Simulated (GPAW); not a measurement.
## Does GaFe15 (bcc Fe15Ga1) carry moments in GPAW?

Aim: find out whether GaFe15 (bcc Fe15Ga1) carries moments when they start parallel, and what they gain.

Calculated with GPAW 26.7.0; PBE; plane waves with GPAW's PAW setups, scalar-relativistic.

## (1) Starting point

It takes space group Pm-3m (No. 221, cubic). Conventional cell: a = 5.774 Å, b = 5.774 Å, c = 5.774 Å, α = 90.00°, β = 90.00°, γ = 90.00°. Nearest to Ga lie 8 Fe at 2.50 Å. Nearest to Fe lie 7 Fe at 2.50 Å and 1 Ga at 2.50 Å. Fe has 8 Fe at 2.50 Å nearest. Nearest to Fe lie 8 Fe at 2.50 Å. ordered model alloy on an ideal lattice, lattice constant by linear interpolation, atoms not relaxed. Farther neighbours are not listed.

Structure file:

```cif
data_structure
_symmetry_space_group_name_H-M 'P 1'
_symmetry_Int_Tables_number 1
_cell_length_a 5.7737
_cell_length_b 5.7737
_cell_length_c 5.7737
_cell_angle_alpha 90.000
_cell_angle_beta 90.000
_cell_angle_gamma 90.000
_cell_volume 192.47
loop_
_atom_site_label
_atom_site_type_symbol
_atom_site_fract_x
_atom_site_fract_y
_atom_site_fract_z
_atom_site_occupancy
Ga1 Ga 0.00000 0.00000 0.00000 1
Fe2 Fe 0.25000 0.25000 0.25000 1
Fe3 Fe 0.00000 0.00000 0.50000 1
Fe4 Fe 0.25000 0.25000 0.75000 1
Fe5 Fe 0.00000 0.50000 0.00000 1
Fe6 Fe 0.25000 0.75000 0.25000 1
Fe7 Fe 0.00000 0.50000 0.50000 1
Fe8 Fe 0.25000 0.75000 0.75000 1
Fe9 Fe 0.50000 0.00000 0.00000 1
Fe10 Fe 0.75000 0.25000 0.25000 1
Fe11 Fe 0.50000 0.00000 0.50000 1
Fe12 Fe 0.75000 0.25000 0.75000 1
Fe13 Fe 0.50000 0.50000 0.00000 1
Fe14 Fe 0.75000 0.75000 0.25000 1
Fe15 Fe 0.50000 0.50000 0.50000 1
Fe16 Fe 0.75000 0.75000 0.75000 1
```

The cell is a made-up one and need not be a known phase.

## (2) Order 1, typed as ferro +++++++++++++++

Parallel moments need no larger cell; this start tests for a ferromagnetic state only.

Contents of order1.py:

```python
import json
import numpy as np
from ase import Atoms
from ase.parallel import paropen, parprint
from gpaw import GPAW

atoms = Atoms(['Ga', 'Fe', 'Fe', 'Fe', 'Fe', 'Fe', 'Fe', 'Fe', 'Fe', 'Fe', 'Fe', 'Fe', 'Fe', 'Fe', 'Fe', 'Fe'],
    cell=[[5.77375, 0.0, 0.0],
         [0.0, 5.77375, 0.0],
         [0.0, 0.0, 5.77375]],
    scaled_positions=[[0.0, 0.0, 0.0],
         [0.25, 0.25, 0.25],
         [0.0, 0.0, 0.5],
         [0.25, 0.25, 0.75],
         [0.0, 0.5, 0.0],
         [0.25, 0.75, 0.25],
         [0.0, 0.5, 0.5],
         [0.25, 0.75, 0.75],
         [0.5, 0.0, 0.0],
         [0.75, 0.25, 0.25],
         [0.5, 0.0, 0.5],
         [0.75, 0.25, 0.75],
         [0.5, 0.5, 0.0],
         [0.75, 0.75, 0.25],
         [0.5, 0.5, 0.5],
         [0.75, 0.75, 0.75]],
    pbc=True,
    magmoms=[0.0, 2.4, 2.4, 2.4, 2.4, 2.4, 2.4, 2.4, 2.4, 2.4, 2.4, 2.4, 2.4, 2.4, 2.4, 2.4])
atoms.calc = GPAW(mode={'name': 'pw', 'ecut': 450},
    xc='PBE',
    kpts={'size': (7, 7, 7), 'gamma': True},
    occupations={'name': 'fermi-dirac', 'width': 0.05},
    convergence={'density': 1e-05, 'energy': 1e-05},
    maxiter=200,
    mixer={'name': 'pulay', 'beta': 0.04, 'nmaxold': 8, 'weight': 100},
    symmetry={'tolerance': 1e-4},
    txt='order1.txt')
e = atoms.get_potential_energy(force_consistent=True)
res = {'free_energy': e, 'energy_sigma0': atoms.get_potential_energy(), 'fermi_energy': atoms.calc.get_fermi_level()}
res['moments'] = atoms.get_magnetic_moments().tolist()
res['total'] = atoms.get_magnetic_moment()
parprint('site moments (muB):', np.round(res['moments'], 3))
parprint(f"total moment: {res['total']:.3f} muB")
parprint(f'free energy: {e:.6f} eV')
atoms.calc.write('order1.gpw')
with paropen('results.json', 'w') as f:
    json.dump(res, f)
```

On the command line:

```sh
> OMP_NUM_THREADS=1 mpirun -n 4 gpaw python order1.py > order1.log
```

Numbers of over 12 decimals in the logs are rounded to 6 here.

The log of the run:

```text
site moments (muB): [-0.104  2.363  2.327  2.363  2.327  2.363  2.446  2.363  2.327  2.363
  2.446  2.363  2.446  2.363  2.486  2.363]
total moment: 34.995 muB
free energy: -138.002199 eV

--- order1.txt ---
Input parameters:
  mode=PW(ecut=450),
  convergence={'density': 1e-05, 'energy': 1e-05},
  kpts=MonkhorstPack(size=(7, 7, 7), gamma=True),
  maxiter=200,
  mixer=Pulay(name='pulay', nmaxold=8, beta=0.04, weight=100, sigma=0.015, g_ss=None),
  occupations=Occupations(name='fermi-dirac', width=0.05),
  symmetry=Symmetry(tolerance=0.0001),
  xc=XC(name='PBE')

Diagonalizing LCAO Hamiltonian
Converting LCAO to pw mode
     .-------------.
    /|             |
   / |             |
  /  |  Fe    Fe   |
 *   |             |
 |   |Fe    Fe     |
 | Fe|  FeFe  Fe   |
 |   .-------------.
 Fe / FeFe  Fe    /
 | Fe     Fe     /
 |/             /
 Ga-----Fe-----*

Atoms  # Å, Bohr magnetons
|    | symbol |        x |        y |        z |    initial magnetic moments |
|----|--------|----------|----------|----------|-----------------------------|
|  0 |     Ga | 0.000000 | 0.000000 | 0.000000 | ( 0.0000,  0.0000,  0.0000) |
|  1 |     Fe | 1.443437 | 1.443437 | 1.443437 | ( 0.0000,  0.0000,  2.4000) |
|  2 |     Fe | 0.000000 | 0.000000 | 2.886875 | ( 0.0000,  0.0000,  2.4000) |
|  3 |     Fe | 1.443437 | 1.443437 | 4.330312 | ( 0.0000,  0.0000,  2.4000) |
|  4 |     Fe | 0.000000 | 2.886875 | 0.000000 | ( 0.0000,  0.0000,  2.4000) |
|  5 |     Fe | 1.443437 | 4.330312 | 1.443437 | ( 0.0000,  0.0000,  2.4000) |
|  6 |     Fe | 0.000000 | 2.886875 | 2.886875 | ( 0.0000,  0.0000,  2.4000) |
|  7 |     Fe | 1.443437 | 4.330312 | 4.330312 | ( 0.0000,  0.0000,  2.4000) |
|  8 |     Fe | 2.886875 | 0.000000 | 0.000000 | ( 0.0000,  0.0000,  2.4000) |
|  9 |     Fe | 4.330312 | 1.443437 | 1.443437 | ( 0.0000,  0.0000,  2.4000) |
| 10 |     Fe | 2.886875 | 0.000000 | 2.886875 | ( 0.0000,  0.0000,  2.4000) |
| 11 |     Fe | 4.330312 | 1.443437 | 4.330312 | ( 0.0000,  0.0000,  2.4000) |
| 12 |     Fe | 2.886875 | 2.886875 | 0.000000 | ( 0.0000,  0.0000,  2.4000) |
| 13 |     Fe | 4.330312 | 4.330312 | 1.443437 | ( 0.0000,  0.0000,  2.4000) |
| 14 |     Fe | 2.886875 | 2.886875 | 2.886875 | ( 0.0000,  0.0000,  2.4000) |
| 15 |     Fe | 4.330312 | 4.330312 | 4.330312 | ( 0.0000,  0.0000,  2.4000) |

Unit cell  # Å
| periodic |        x |        y |        z |  lengths |    angles |
|----------|----------|----------|----------|----------|-----------|
|      yes | 5.773750 | 0.000000 | 0.000000 | 5.773750 | 90.000000 |
|      yes | 0.000000 | 5.773750 | 0.000000 | 5.773750 | 90.000000 |
|      yes | 0.000000 | 0.000000 | 5.773750 | 5.773750 | 90.000000 |

Number of symmetries: 48

BZ-sampling:
  Number of BZ points: 343
  Number of IBZ points: 20

  Monkhorst-Pack size: [7, 7, 7]
  Monkhorst-Pack shift: [0, 0, 0]

K-points  # in reciprocal-cell coordinates
|     |                                coordinates |     weight |
|-----|--------------------------------------------|------------|
|   0 | (  0.00000000,   0.00000000,   0.00000000) | 0.00291545 |
|   1 | (  0.14285714,   0.00000000,   0.00000000) | 0.01749271 |
|   2 | (  0.14285714,   0.14285714,   0.00000000) | 0.03498542 |
|   3 | (  0.14285714,   0.14285714,   0.14285714) | 0.02332362 |
|   4 | (  0.28571429,   0.00000000,   0.00000000) | 0.01749271 |
|   5 | (  0.28571429,   0.14285714,   0.00000000) | 0.06997085 |
|   6 | (  0.28571429,   0.14285714,   0.14285714) | 0.06997085 |
|   7 | (  0.28571429,   0.28571429,   0.00000000) | 0.03498542 |
|   8 | (  0.28571429,   0.28571429,   0.14285714) | 0.06997085 |
|   9 | (  0.28571429,   0.28571429,   0.28571429) | 0.02332362 |
| ... |                                            |            |
|  19 | (  0.42857143,   0.42857143,   0.42857143) | 0.02332362 |

Plane wave coefficients: 4187
Cutoff: 450.000000 eV

Spin-components: 2 (collinear spins)
Bands:           100
Projectors:      95
Spin-degeneracy: 1
Datatype:        complex128

Parallelization:
  kpt:    4
  domain: 1
  band:   1

Density:
  Valence electrons: 123.0
  Components: 2
  Grid points: [30 30 30]
  Charge: 0.0  # |e|

Potential:
  Grid points: [30 30 30]

species:
  Ga:
    name:    Gallium
    Z:       31.0
    valence: 3
    core:    28
    charge:  0.0  # [|e|]
    compensation charges:
      type: gauss
      rc: 0.37  # [Å]
      lmax: 2
    cutoffs:
      filter: 2.06  # [Å]
      core: 4.17  # [Å]
    projectors
    | kind |    occ | energy [eV] | rcut [Å] |
    |------|--------|-------------|----------|
    |   4s |  2.000 |      -8.945 |    1.164 |
    |   4p |  1.000 |      -2.580 |    1.164 |
    |    s |        |      18.266 |    1.164 |
    |    p |        |      24.631 |    1.164 |
    |    d |        |       0.000 |    1.164 |

    Using partial waves for Ga as LCAO basis

  Fe:
    name:    Iron
    Z:       26.0
    valence: 8
    core:    18
    charge:  0.0  # [|e|]
    compensation charges:
      type: gauss
      rc: 0.33  # [Å]
      lmax: 2
    cutoffs:
      filter: 2.06  # [Å]
      core: 2.67  # [Å]
    projectors
    | kind |    occ | energy [eV] | rcut [Å] |
    |------|--------|-------------|----------|
    |   4s |  2.000 |      -5.291 |    1.164 |
    |   4p |  0.000 |      -1.326 |    1.058 |
    |   3d |  6.000 |      -7.505 |    1.058 |
    |    s |        |      21.920 |    1.164 |
    |    p |        |      25.885 |    1.058 |
    |    d |        |      19.706 |    1.058 |

    Using partial waves for Fe as LCAO basis

Reference energy: -572176.490528  # eV

eigensolver:
  PPCG
  Converge bands: occupied
  niter=2

density mixing:
  Pulay-Mixer
  Linear mixing parameters: 0.04
  Old densities: 8
  Fourier metric: weight=100, sigma=0.015

occupation numbers:
  Fermi-Dirac:
    width: 0.0500  # eV

poisson solver:
  ecut: 3600.000000  # eV

xc functional:
  name: PBE with 2 nearest neighbor stencil

convergence criteria:
- Maximum integral of absolute [dens]ity change: 1e-05 electrons / valence electron
- Maximum [total energy] change in last 3 cyles: 1e-05 eV / valence electron
- Maximum integral of absolute [eigenst]ate change: 4e-08 eV^2 / valence electron
maximum number of iterations: 200

SCF iterations
|iter     |      energy | eigst |  dens |  magmom |
|---------|-------------|-------|-------|---------|
|iter:   1|       0s | -136.335531 | +0.43 |       | +36.0675|
|iter:   2|      11s | -136.511693 | -1.18 | -1.08 | +35.9934|
|iter:   3|      22s | -136.478338 | -2.01 | -1.08 | +35.9020|
|iter:   4|      33s | -136.597015 | -1.91 | -1.12 | +35.5733|
|iter:   5|      44s | -136.841890 | -2.56 | -1.23 | +35.4242|
|iter:   6|      54s | -137.200539 | -2.75 | -1.27 | +35.2355|
|iter:   7|      65s | -137.646426 | -2.39 | -1.36 | +34.9860|
|iter:   8|      76s | -137.674673 | -3.33 | -1.56 | +34.9509|
|iter:   9|      87s | -137.882988 | -2.56 | -1.59 | +34.7292|
|iter:  10|      98s | -137.893761 | -3.48 | -1.87 | +34.7054|
[... 18 iterations left out ...]
|iter:  29|     293s | -137.941036c| -8.02c| -4.38 | +34.9918|
|iter:  30|     298s | -137.941036c| -8.00c| -4.51 | +34.9927|
|iter:  31|     303s | -137.941036c| -8.16c| -4.57 | +34.9930|
|iter:  32|     309s | -137.941036c| -8.14c| -4.54 | +34.9932|
|iter:  33|     314s | -137.941038c| -8.39c| -4.58 | +34.9940|
|iter:  34|     319s | -137.941040c| -8.24c| -4.61 | +34.9947|
|iter:  35|     325s | -137.941041c| -8.38c| -4.72 | +34.9950|
|iter:  36|     330s | -137.941041c| -8.61c| -4.83 | +34.9951|
|iter:  37|     336s | -137.941041c| -8.67c| -4.88 | +34.9948|
|iter:  38|     341s | -137.941042c| -8.62c| -5.02c| +34.9951|

Converged in 38 steps
Energy contributions relative to reference atoms: (reference = -572176.490528)

Energy contributions:
  Kinetic:         122.875933
  Coulomb:        -103.021158
  Zero:              2.349196
  External:          0.000000
  Xc:             -160.083856
  Entropy:          -0.122314
  Spinorbit:         0.000000
  ----------------------------
  Free energy:    -138.002199
  Extrapolated:   -137.941042

dipole moment: (-57.091668, -57.091668, -57.091668)  # |e|*Ang

Total magnetic moment: (0.000000, 0.000000, 34.995131)

Local magnetic moments
|        x |        y |         z |
|----------|----------|-----------|
| 0.000000 | 0.000000 | -0.104384 |  # Ga   0
| 0.000000 | 0.000000 |  2.362934 |  # Fe   1
| 0.000000 | 0.000000 |  2.326563 |  # Fe   2
| 0.000000 | 0.000000 |  2.362934 |  # Fe   3
| 0.000000 | 0.000000 |  2.326563 |  # Fe   4
| 0.000000 | 0.000000 |  2.362934 |  # Fe   5
| 0.000000 | 0.000000 |  2.446471 |  # Fe   6
| 0.000000 | 0.000000 |  2.362934 |  # Fe   7
| 0.000000 | 0.000000 |  2.326563 |  # Fe   8
| 0.000000 | 0.000000 |  2.362934 |  # Fe   9
| 0.000000 | 0.000000 |  2.446471 |  # Fe  10
| 0.000000 | 0.000000 |  2.362934 |  # Fe  11
| 0.000000 | 0.000000 |  2.446471 |  # Fe  12
| 0.000000 | 0.000000 |  2.362934 |  # Fe  13
| 0.000000 | 0.000000 |  2.486236 |  # Fe  14
| 0.000000 | 0.000000 |  2.362934 |  # Fe  15

Fermi level: 9.482
Eigenvalues  # (at kpt = [0.000, 0.000, 0.000])
| band index |      eig [eV] | occ [0-1] |      eig [eV] | occ [0-1] |
|------------|---------------|-----------|---------------|-----------|
|          0 |         0.313 |     1.000 |         0.401 |     1.000 |
|        ... |               |           |               |           |
|         50 |         8.323 |     1.000 |         9.896 |     0.000 |
|         51 |         8.323 |     1.000 |        10.219 |     0.000 |
|         52 |         8.337 |     1.000 |        10.219 |     0.000 |
|         53 |         8.337 |     1.000 |        10.219 |     0.000 |
|         54 |         8.400 |     1.000 |        10.475 |     0.000 |
|         55 |         8.400 |     1.000 |        10.475 |     0.000 |
|         56 |         8.400 |     1.000 |        10.546 |     0.000 |
|         57 |         8.420 |     1.000 |        10.936 |     0.000 |
|         58 |         8.420 |     1.000 |        10.936 |     0.000 |
|         59 |         8.500 |     1.000 |        10.936 |     0.000 |
|         60 |         8.500 |     1.000 |        11.011 |     0.000 |
|         61 |         8.500 |     1.000 |        11.176 |     0.000 |
|         62 |         8.533 |     1.000 |        11.176 |     0.000 |
|         63 |         8.533 |     1.000 |        11.261 |     0.000 |
|         64 |         8.537 |     1.000 |        11.261 |     0.000 |
|        ... |               |           |               |           |
|         99 |        17.306 |     0.000 |        18.316 |     0.000 |

No gap
No difference between direct/indirect transitions
```

It took 6.1 min on 4 MPI ranks of Arm Neoverse V1, shared host; peak memory 1.3 GiB.

Spin moment in the augmentation sphere by atom:

```
atom  spin moment in the augmentation sphere (μB)
 Ga1                                        -0.10
 Fe2                                         2.36
 Fe3                                         2.33
 Fe4                                         2.36
 Fe5                                         2.33
 Fe6                                         2.36
 Fe7                                         2.45
 Fe8                                         2.36
 Fe9                                         2.33
Fe10                                         2.36
Fe11                                         2.45
Fe12                                         2.36
Fe13                                         2.45
Fe14                                         2.36
Fe15                                         2.49
Fe16                                         2.36
```

This step gave:

```
magnetization : 35.00 μB
final state   : ferromagnetic
```

After 38 cycles the largest moment stands at 2.49 μB.

(Continued in part 2 of 2.)

[Logs and program files are shortened in this print: banners, set-up blocks, solver, clock and traceback lines can be left out without a mark of their own.]

[Logs are printed without paths, hosts, clocks, repeated set-up lines and the standing remarks that a program may print on its own settings, such as how far it seeks lower states.]

[Hosts, paths, dates, database ids (printed as entryN), source tags and the programs' standing remarks are cut or masked in the printed files.]

[Where a cell is said to come from a database of computed structures, the database is the Materials Project.]
